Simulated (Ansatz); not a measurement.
# Formation energy and levels of the antisite Si_C (site 2) in SiC (P6_3mc)

Charge states of Si_C (site 2) in SiC (P6_3mc), set against the band edges. Model: a cell of 108 host atoms with 1 C taken out and 1 Si put in.

Program: Ansatz 0.2.0. Level of theory: place-levels on r2SCAN runs: charge-transition levels and formation energies with image-charge correction and potential alignment at the atomic sites; PAW set soft_1. Results are calculated unless marked as measured.

The experiments to compare with:

“Charge spill-out and work function of few-layer graphene on SiC(0001)” (2018, arxiv:1806.04908) quotes from earlier work for SiC, 6H (bulk crystal, literature): band gap (indirect gap, experimental literature value) 3.03 eV [Literature value cited in passing in the theory part; temperature and measurement method …].

Report form: the programs' logs are mostly left out.

## (1) Set-up

The cell holds 108 atoms: 55 Si and 53 C. Cell: a = 9.236 Å, b = 9.236 Å, c = 15.108 Å, α = 90.0°, β = 90.0°, γ = 120.0°. It derives from SiC (space group P6_3mc). Nearest the centre at fractional (0.667, 0.667, 0.374): Si104 at 0.00 Å, Si62 at 1.88 Å, Si98 at 1.88 Å, Si50 at 1.88 Å, Si101 at 1.89 Å, C70 at 3.08 Å, C106 at 3.08 Å, C58 at 3.08 Å.

The host's dielectric constants go in as inputs: (7.09, 7.09, 7.35) for the electrons alone, (10.43, 10.43, 10.95) with the ions, computed on the host (DFPT, PBEsol, on the r2SCAN cell), and a cell off the functional's own equilibrium shifts the ionic part.

The cell's shortest repeat is 9.2 Å.

## (2) The runs of each charge state

A transition level is the Fermi level at which two charge states cost the same, so each charge needs its own total energy, at its own relaxed structure.

Each atom starts 0.05 Å or so off its site in a random direction: a symmetric start keeps its symmetry, and would miss off-centre moves and Jahn–Teller distortions. Forces are taken at one point at (¼, ¼, ¼). The cell holds 2 electrons more than the neutral one, with a uniform background that keeps it neutral on the whole.

The sampling was tested on the host first: at the k-points planned (1x1x1 shifted 0.25 0.25 0.25) its energy lies -0.041 eV an atom from the dense-mesh value, a large miss, so this sampling is coarse for the host.

One state's input; the others differ in charge, spin, start and seed, and in occupations where the table says so.

File qm2.relax/input.yaml:

```yaml
crystal:
  lattice:
    - [9.23599493, 0.0, 0.0]
    - [-4.61799746, 7.99860624, 0.0]
    - [0.0, 0.0, 15.1078644]
  atoms:
    - { symbol: Si, position: [0.11111111, 0.22222222, 0.8329854] }
    - { symbol: Si, position: [0.22222222, 0.11111111, 0.3329854] }
[... 5 atom lines left out ...]
    - { symbol: C, position: [0.0, 0.0, 0.37436694] }
[... 23 atom lines left out ...]
    - { symbol: C, position: [0.0, 0.66666667, 0.37436694] }
[... 17 atom lines left out ...]
    - { symbol: Si, position: [0.55555556, 0.44444444, 0.3329854] }
[... 1 atom line left out ...]
    - { symbol: Si, position: [0.44444444, 0.55555556, 0.16650102] }
[... 3 atom lines left out ...]
    - { symbol: C, position: [0.33333333, 0.33333333, 0.37436694] }
[... 1 atom line left out ...]
    - { symbol: C, position: [0.55555556, 0.44444444, 0.20799668] }
    - { symbol: C, position: [0.55555556, 0.44444444, 0.54152848] }
[... 2 atom lines left out ...]
    - { symbol: Si, position: [0.55555556, 0.77777778, 0.3329854] }
[... 5 atom lines left out ...]
    - { symbol: C, position: [0.33333333, 0.66666667, 0.37436694] }
[... 1 atom line left out ...]
    - { symbol: C, position: [0.55555556, 0.77777778, 0.20799668] }
    - { symbol: C, position: [0.55555556, 0.77777778, 0.54152848] }
[... 8 atom lines left out ...]
    - { symbol: C, position: [0.66666667, 0.0, 0.37436694] }
[... 7 atom lines left out ...]
    - { symbol: Si, position: [0.77777778, 0.55555556, 0.16650102] }
[... 3 atom lines left out ...]
    - { symbol: C, position: [0.66666667, 0.33333333, 0.37436694] }
[... 5 atom lines left out ...]
    - { symbol: Si, position: [0.88888889, 0.77777778, 0.3329854] }
[... 1 atom line left out ...]
    - { symbol: Si, position: [0.77777778, 0.88888889, 0.16650102] }
    - { symbol: Si, position: [0.66666667, 0.66666667, 0.49972248] }
[... 2 atom lines left out ...]
    - { symbol: Si, position: [0.66666667, 0.66666667, 0.37436694] }
[... 1 atom line left out ...]
    - { symbol: C, position: [0.88888889, 0.77777778, 0.20799668] }
    - { symbol: C, position: [0.88888889, 0.77777778, 0.54152848] }
    - { symbol: C, position: [0.77777778, 0.88888889, 0.04152848] }
  host:
    repeats: [3, 3, 1]
    atoms:
      - { symbol: Si, position: [0.33333333, 0.66666667, 0.8329854] }
      - { symbol: Si, position: [0.66666667, 0.33333333, 0.3329854] }
      # ... 10 more atoms of the perfect host
total_charge: -2
basis:
  ecutwfc: 500
  xc_grid: 2
hamiltonian:
  xc: r2scan
  pseudopotentials: { kind: paw, azcp: { folder: soft_1 } }
kpoints:
  mp_grid: { grid: [1, 1, 1], shift: [0.25, 0.25, 0.25] }
scf:
  occupations: { method: fixed }
  max_iter: 100
output:
  forces: true
  charged_corrections:
    epsilon: [7.09, 7.09, 7.35]
    static_epsilon: [10.43, 10.43, 10.95]
    defect_position: [0.666667, 0.666667, 0.374367]
relax:
  f_tol: 0.02
  max_steps: 80
  random_displacement: { amplitude: 0.05, seed: 245 }
checkpoint:
  write: "../qm2.relax.run"
  compress: false
  write_wavefunctions: true
  write_every: 100000
```

Started as:

```sh
> ansatz run input.yaml --threads 8 --pin off --max-ram 15073MiB --backend cpu --events-out ev --progress --plain --runs-dir out
```

Defect states can disperse in a cell of this size, so the energy is taken again at a 2×2×2 shifted mesh, on the relaxed structure.

The run of this state that the levels use, under r2SCAN:

File qm2.point/input.yaml:

```yaml
crystal:
  checkpoint: "../qm2.relax.run"
  host: checkpoint
total_charge: -2
basis:
  ecutwfc: 500
  xc_grid: 2
hamiltonian:
  xc: r2scan
  pseudopotentials: { kind: paw, azcp: { folder: soft_1 } }
kpoints:
  mp_grid: { grid: [2, 2, 2], shift: [0.5, 0.5, 0.5] }
scf:
  occupations: { method: fermi_dirac, width: 0.01 }
  max_iter: 100
output:
  forces: true
  eigenvalues: true
  charged_corrections:
    epsilon: [7.09, 7.09, 7.35]
    static_epsilon: [10.43, 10.43, 10.95]
    defect_position: [0.666667, 0.666667, 0.374367]
  eigenstates: { localisation: true }
  populations: true
  band_densities: [{ bands: [v1, v1] }, { bands: [c1, c1] }]
  write_density: true
  write_potential: true
  volumetric_format: npy
  elf: true
checkpoint:
  read: "../qm2.relax.run"
  write: "../qm2.point.run"
  compress: false
  write_wavefunctions: false
  write_every: 100000
```

Relaxations under r2SCAN at one point at (¼, ¼, ¼); times on 8 threads of Arm Neoverse V1, shared host:

| charge | moment (μB) | occupations | outcome | steps | largest displacement against the far atoms (Å) | time |
| --- | --- | --- | --- | --- | --- | --- |
| −2 | 0 | fixed | converged | 8 | 0.31 | 2.6 min |
| −1 | 1 | fixed | converged | 6 | 0.28 | 4.4 min |
| 0 | 0 | fixed | converged | 6 | 0.27 | 1.9 min |
| +1 | 1 | fixed | converged | 8 | 0.31 | 6 min |
| +2 | 0 | fixed | converged | 12 | 0.36 | 3.9 min |
| −2 | 2 | fixed | converged | 6 | 0.29 | 4.5 min |
| +2 | 2 | fixed | converged | 7 | 0.34 | 5.1 min |

Single points under r2SCAN at a 2×2×2 shifted mesh; times on 8 threads of Arm Neoverse V1, shared host:

| charge | moment (μB) | occupations | outcome | time |
| --- | --- | --- | --- | --- |
| −2 | 0 | fermi-dirac | converged | 2.2 min |
| −1 | 1 | fermi-dirac | converged | 5.8 min |
| 0 | 0 | fermi-dirac | converged | 1.9 min |
| +1 | 1 | fermi-dirac | converged | 6 min |
| +2 | 0 | fermi-dirac | converged | 2 min |
| −2 | 2 | fermi-dirac | converged | 4.4 min |
| +2 | 2 | fermi-dirac | converged | 4.9 min |

Distances (Å) from Si104 to the nearest atoms after relaxation with r2SCAN:

| charge | moment (μB) | 1. | 2. | 3. | 4. | 5. | 6. |
| --- | --- | --- | --- | --- | --- | --- | --- |
| −2 | 0 | Si 2.14 | Si 2.14 | Si 2.14 | Si 2.16 | C 3.11 | C 3.11 |
| −2 | 2 | Si 2.13 | Si 2.14 | Si 2.14 | Si 2.16 | C 3.12 | C 3.13 |
| −1 | 1 | Si 2.13 | Si 2.14 | Si 2.14 | Si 2.16 | C 3.12 | C 3.12 |
| 0 | 0 | Si 2.13 | Si 2.13 | Si 2.13 | Si 2.16 | C 3.12 | C 3.12 |
| +1 | 1 | Si 2.16 | Si 2.16 | Si 2.16 | Si 2.21 | C 3.09 | C 3.09 |
| +2 | 0 | Si 2.16 | Si 2.17 | Si 2.17 | Si 2.28 | C 3.06 | C 3.06 |
| +2 | 2 | Si 2.17 | Si 2.17 | Si 2.21 | Si 2.22 | C 3.10 | C 3.10 |

## (3) place-levels, r2SCAN

A charged cell interacts with its images and the background, and its potential has another zero than the host's. place-levels removes the first by a point-charge model, screened by the static dielectric constant since the ions have relaxed around the charge, and the second by comparing potentials at atoms far from the defect.

The host is a run of the defect-free crystal in the same cutoffs, grids and k-points, so that basis and sampling errors cancel in part in the differences. The host is run in a cell of 12 atoms on a matching mesh. Its band edges are searched through the zone by a band path, so the gap is smaller than, or equal to, that on the mesh. Chemical potentials are energies per atom of C (diamond) and Si (diamond), run with the same functional and cutoff. Carbon is taken as diamond, which semilocal functionals can put about 0.1 eV an atom over graphite.

File levels.point.yaml:

```yaml
host:
  run: host.point.run
states: [qm2.point.run, qm1_M1.point.run, q0.point.run, qp1_M1.point.run, qp2.point.run, qm2_M2.point.run, qp2_M2.point.run]
geometry_from:
  qm2.point.run: qm2.relax.run
  qm1_M1.point.run: qm1_M1.relax.run
  q0.point.run: q0.relax.run
  qp1_M1.point.run: qp1_M1.relax.run
  qp2.point.run: qp2.relax.run
  qm2_M2.point.run: qm2_M2.relax.run
  qp2_M2.point.run: qp2_M2.relax.run
  host.point.run: host.relax.run
chemical_potentials:
  C:
    energy: -251.553391
    dataset: "<sha256 of the dataset>"
  Si:
    energy: -639.06578
    dataset: <sha256 of the dataset>
epsilon: [7.09, 7.09, 7.35]
static_epsilon: [10.43, 10.43, 10.95]
vertical:
  - { from: qm2.point.run, to: qm2.point_neutral.run }
  - { from: qm1_M1.point.run, to: qm1_M1.point_neutral.run }
  - { from: qp1_M1.point.run, to: qp1_M1.point_neutral.run }
  - { from: qp2.point.run, to: qp2.point_neutral.run }
  - { from: qm2_M2.point.run, to: qm2_M2.point_neutral.run }
  - { from: qp2_M2.point.run, to: qp2_M2.point_neutral.run }
```

Started as:

```sh
> ansatz place-levels levels.point.yaml -- --threads 8 --pin off --max-ram 15073MiB
```

Run time: 1.2 s. Hardware: 8 threads of Arm Neoverse V1, shared host.

Levels between the charges placed, in eV above the valence top:

|  | gap (eV) | (+2/+1) | (+1/0) | (0/−1) | (−1/−2) |
| --- | --- | --- | --- | --- | --- |
| r2SCAN | 2.37 | -0.07 | 0.17 | 2.40 | 2.45 |

Corrections by state:

| charge | moment (μB) | image terms and alignment (eV) | band filling (eV) | ε used | over the lowest of its charge, as the program ranks them, band filling apart (eV) |
| --- | --- | --- | --- | --- | --- |
| +2 | 2.0 | 0.697 | -0.270 | principal values (10.43, 10.43, 10.95) | 0.000 |
| +1 | 1.0 | 0.204 | - | principal values (10.43, 10.43, 10.95) | 0.000 |
| 0 | 0.0 | 0.000 | - | - | 0.000 |
| −1 | 1.0 | 0.016 | -0.321 | principal values (10.43, 10.43, 10.95) | 0.000 |
| −2 | 0.0 | 0.230 | -0.844 | principal values (10.43, 10.43, 10.95) | 0.000 |
| +2 | 0.0 | 0.622 | - | principal values (10.43, 10.43, 10.95) | 0.037 |
| −2 | 2.0 | 0.227 | - | principal values (10.43, 10.43, 10.95) | 0.019 |

The charged structures listed were also run neutral, and place-levels reads from each pair, by the potential or the spins, how wide the charge is by which they differ; that can be the carrier of either run.

| charge | rms radius (Å) | spread where it is widest against the cell (Å) | wide from (Å) | reading |
| --- | --- | --- | --- | --- |
| +2 | 2.8 | 1.53 | 1.39 | wide |
| +1 | 2.4 | 1.71 | 1.39 | wide |
| −1 | 7.7 | 3.68 | 1.39 | wide |
| −2 | 7.6 | 3.71 | 1.39 | wide |

The neutral runs of these pairs need not share the spin of the lowest neutral state, and very wide values only mean spread over the cell.

From the program's caveats on the states, each cut to its opening words:

- charge +2 (2 μB): it parts from the run at its places by a charge that spreads by about 1.5 Å along one vector (1.4 Å or more is wide), by its potential at epsilon [7.09, 7.09, [...]
- charge +2 (2 μB): a band-filling correction moves a carrier to the host's band edge, which changes its energy by -0.270 eV
- charge +2 (2 μB): the host's ions (past the first shell or, of a walk that freed a part, those that it held) aren't shown at rest: they stand up to 0.076 Å off their sites, 1.46 [...]
- charge +2 (2 μB), +1 (1 μB), −1 (1 μB), −2 (2 μB): flagged: stability check not made
- charge +1 (1 μB), +2: it parts from the run at its places by a charge that spreads by about 1.7 Å along one vector (1.4 Å or more is wide), by its potential at epsilon [7.09, 7.09, [...]
- charge +1 (1 μB): the host's ions (past the first shell or, of a walk that freed a part, those that it held) aren't shown at rest: they stand up to 0.094 Å off their sites, 3.18 [...]
- charge +1 (1 μB): its sublattices stand up to 0.0295 Å off the host's, which by the two runs' forces adds about +0.02 eV to its energy against the host's, and moves the band [...]
- charge −1 (1 μB), −2, −2 (2 μB): it parts from the run at its places by a charge that spreads by about 3.7 Å along one vector (1.4 Å or more is wide), by its potential at epsilon [7.09, 7.09, [...]
- charge −1 (1 μB): a band-filling correction moves a carrier to the host's band edge, which changes its energy by -0.321 eV
- charge −1 (1 μB): its alignment with the host at atomic sites is doubtful: the mean over the far sites moves by -0.0648 eV from their farther parts to their nearer, more than [...]
- charge −1 (1 μB): the host's ions (past the first shell or, of a walk that freed a part, those that it held) aren't shown at rest: they stand up to 0.093 Å off their sites, 3.04 [...]
- charge −1 (1 μB): its sublattices stand up to 0.0189 Å off the host's, which by the two runs' forces adds about +0.02 eV to its energy against the host's, and moves the band [...]
- charge −1 (1 μB): its moments are held at its close (magnetization.spin_locking), by a field of 0.043 eV a Bohr magneton, and its energy and levels are of the state that this [...]
- charge −2: a band-filling correction moves a carrier to the host's band edge, which changes its energy by -0.844 eV

The host's formation energy from the elements is -0.356 eV per atom; it sets how far the chemical potentials can move.

Limit set by the element alone; other compounds of these elements are not counted. Chemical potentials from the elements' reference states: C 0.00 eV, Si -0.71 eV. Formation energies (C-rich), with the Fermi level at the valence top and at the conduction bottom (gap 2.37 eV):

| charge | at valence top (eV) | at conduction bottom (eV) | correction included (eV) |
| --- | --- | --- | --- |
| +2 | 5.31 | 10.05 | 0.43 |
| +1 | 5.24 | 7.61 | 0.20 |
| 0 | 5.41 | 5.41 | 0.00 |
| −1 | 7.82 | 5.45 | -0.30 |
| −2 | 10.26 | 5.53 | -0.61 |

(Fermi level (eV), lowest formation energy (eV)): (0.00, 5.24), (0.22, 5.41), (0.43, 5.41), (0.65, 5.41), (0.86, 5.41), (1.08, 5.41), (1.29, 5.41), (1.51, 5.41), (1.72, 5.41), (1.94, 5.41), (2.15, 5.41), (2.37, 5.41)

Limit set by the element alone; other compounds of these elements are not counted. Chemical potentials from the elements' reference states: Si 0.00 eV, C -0.71 eV. Formation energy by charge state (Si-rich; gap 2.37 eV):

| charge | at valence top (eV) | at conduction bottom (eV) | correction included (eV) |
| --- | --- | --- | --- |
| +2 | 3.89 | 8.63 | 0.43 |
| +1 | 3.82 | 6.19 | 0.20 |
| 0 | 3.99 | 3.99 | 0.00 |
| −1 | 6.39 | 4.02 | -0.30 |
| −2 | 8.84 | 4.10 | -0.61 |

| Fermi level (eV) | lowest formation energy (eV) |
| --- | --- |
| 0.00 | 3.82 |
| 0.22 | 3.99 |
| 0.43 | 3.99 |
| 0.65 | 3.99 |
| 0.86 | 3.99 |
| 1.08 | 3.99 |
| 1.29 | 3.99 |
| 1.51 | 3.99 |
| 1.72 | 3.99 |
| 1.94 | 3.99 |
| 2.15 | 3.99 |
| 2.37 | 3.99 |

## (4) The same at the relaxations' own k-points

The relaxations' own energies give the levels at their sampling, for comparison.

File levels.relax_mesh.yaml:

```yaml
host:
  run: host.relax.run
states: [qm2.relax.run, qm1_M1.relax.run, q0.relax.run, qp1_M1.relax.run, qp2.relax.run, qm2_M2.relax.run, qp2_M2.relax.run]
chemical_potentials:
  C:
    energy: -251.553391
    dataset: "<sha256 of the dataset>"
  Si:
    energy: -639.06578
    dataset: <sha256 of the dataset>
```

Started as:

```sh
> ansatz place-levels levels.relax_mesh.yaml -- --threads 8 --pin off --max-ram 15073MiB
```

Elapsed: 0.31 s, on 8 threads.

Levels between neighbouring charges, in eV above the valence top:

|  | gap (eV) | (+2/+1) | (+1/0) | (0/−1) | (−1/−2) |
| --- | --- | --- | --- | --- | --- |
| one point at (¼, ¼, ¼) | 2.38 | -0.10 | 0.14 | 2.43 | 2.43 |
| a 2×2×2 shifted mesh | 2.37 | -0.07 | 0.17 | 2.40 | 2.45 |

Going from one point at (¼, ¼, ¼) to a 2×2×2 shifted mesh moves the levels that carry no band-filling term by up to 0.03 eV and formation energies against the elements by up to 0.10 eV; band-filling terms, which differ between samplings, are in these energies.

## (5) Results

| Quantity | Value |
| --- | --- |
| gap of the host | 2.37 eV (r2SCAN) |
| level (plus 2/plus 1) | 0.07 eV below the valence top (-0.34 eV above the valence top without the band-filling term) |
| level (plus 1/0) | 0.17 eV above the valence top |
| level (0/minus 1) | 2.40 eV above the valence top, past the conduction bottom (2.73 eV above the valence top without the band-filling term) |
| level (minus 1/minus 2) | 2.45 eV above the valence top, past the conduction bottom (2.97 eV above the valence top without the band-filling term) |
| lowest of the charges placed, just above the valence top (0.02 eV) | +1 |
| lowest of the charges placed, just below the conduction bottom (0.02 eV) | 0 |
| lowest formation energy at mid-gap of the charges run, C-rich | 5.41 eV |
| lowest formation energy at mid-gap of the charges run, Si-rich | 3.99 eV |

What this shows: Of the charges placed (−2, −1, 0, +1 and +2), the lowest changes at 0.17 eV (+1/0) above the valence top, in a gap of 2.37 eV. (+1/0) lies nearer to a band edge than the share of the finite-size correction in it (0.20 eV), and that correction holds for a localised charge alone. States placed: +2 at 2 μB and 0 μB; +1 at 1 μB; 0 at 0 μB; −1 at 1 μB; −2 at 0 μB and 2 μB. Other spin states or structures, where not listed, weren't placed. The program finds carriers beyond a band edge of the host and adds a band-filling term at charge −2 (-0.84 eV), −1 (-0.32 eV) and +2 (-0.27 eV); steps to such a charge show no bound level, and a defect level inside a band would be read the same way. Going from one point at (¼, ¼, ¼) to a 2×2×2 shifted mesh moves the levels that carry no band-filling term by up to 0.03 eV and formation energies against the elements by up to 0.10 eV; band-filling terms, which differ between samplings, are in these energies. The program doubts the alignment of potentials for at least one state, a sign that the cell is small. Limits: r2SCAN makes the gap too small and tends to spread out bound carriers; force components of up to 0.77 eV/Å remain in a run at the final settings.

Calculation against experiment:

```
                             quantity  measured           r2SCAN
band gap (least gap of the host) (eV)      3.03  2.37 (-0.66 eV)
```

Measured values from arxiv:1806.04908 (2018).

Verdict: The band gap is off by -0.66 eV: a clear miss. Local and semilocal functionals usually give gaps below the measured ones. Zero-point and thermal motion shift the measured gap.

[Logs are printed without paths, hosts, clocks, repeated set-up lines and the standing remarks that a program may print on its own settings, such as how far it seeks lower states.]

[Hosts, paths, dates, database ids (printed as entryN), source tags and the programs' standing remarks are cut or masked in the printed files.]

[Where a table of states has a column of steps, it counts the stored structures, which are thinned; the runs took as many ionic steps or more.]

[A defect's name tells the site on which it was built; relaxed atoms can leave that site.]

[For some hosts the program warned that the k-mesh of the response run may be too coarse for force constants and the static dielectric constant; such warnings are not shown here.]
